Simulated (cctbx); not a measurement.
## LiLaCr4O12: precision against data quality

Space group I4/mmm (no. 139), a = 5.5810 Å, b = 5.5810 Å, c = 15.3810 Å, α = 90.00°, β = 90.00°, γ = 90.00°.

```csv
atom,mult.,x,y,z,Ueq (Å²)
La1,2,1/2,1/2,0,0.0040
Cr1,8,1/2,0,0.3674,0.0052
O1,4,1/2,0,1/4,0.0092
O2,4,1/2,0,0,0.0075
O3,16,0.2472,0.2472,0.3906,0.0095
Li1,2,0,0,0,0.0077
```

The model was made for the exercise: a known structure type with other elements put in, its volume estimated, not relaxed; displacement parameters are assumed.

Five simulated data sets (cctbx; Mo Kα, λ = 0.71073 Å; 1.5 % proportional error) differ in resolution or exposure (noise floor 2 counts in the first three, 8 in the last two). Each is refined with the right model, isotropic at 1.1 Å and anisotropic otherwise. How do the figures of merit and the uncertainties move?

| d min (Å) | top counts | ⟨I/σ⟩ (unmerged, absences included) | unique | param. (scale apart) | Rint | R1 | GooF | largest s.u. xyz (fractional) | s.u. U of Li1 (Å²) | largest error (Å) |
| --- | --- | --- | --- | --- | --- | --- | --- | --- | --- | --- |
| 1.1 | 20000 | 14.6 | 75 | 9 | 0.019 | 0.0047 | 1.03 | 0.00015 | 0.0022 | 0.0008 |
| 0.84 | 20000 | 12.3 | 155 | 19 | 0.022 | 0.0037 | 0.81 | 0.00008 | 0.0012 | 0.0004 |
| 0.6 | 20000 | 10.0 | 385 | 19 | 0.027 | 0.0055 | 0.92 | 0.00006 | 0.0008 | 0.0010 |
| 0.75 | 300 | 0.7 | 213 | 19 | 0.395 | 0.0615 | 0.86 | 0.00164 | 0.0167 | 0.0366 |
| 0.75 | 3000 | 4.2 | 213 | 19 | 0.069 | 0.0138 | 0.87 | 0.00024 | 0.0034 | 0.0063 |

The number of reflections grows roughly as 1/d³: 75, 155 and 385 here. R1 follows the noise rather than the truth: at 300 counts it is 0.0615, at 3000 counts 0.0138, while GooF is 0.86 and 0.87: the weights 1/σ² carry the noise. The s.u. of U (U11 where anisotropic) for Li1 goes 0.0022, 0.0012, 0.0008 Å² with resolution and 0.0167, 0.0034 Å² with exposure.

Hardware for the 0.6 Å refinement: 0.45 s on 1 thread of Arm Neoverse V2, with other jobs on the host, peak memory 0.09 GiB.

[Logs are printed without paths, hosts, clocks, repeated set-up lines and the standing remarks that a program may print on its own settings, such as how far it seeks lower states.]
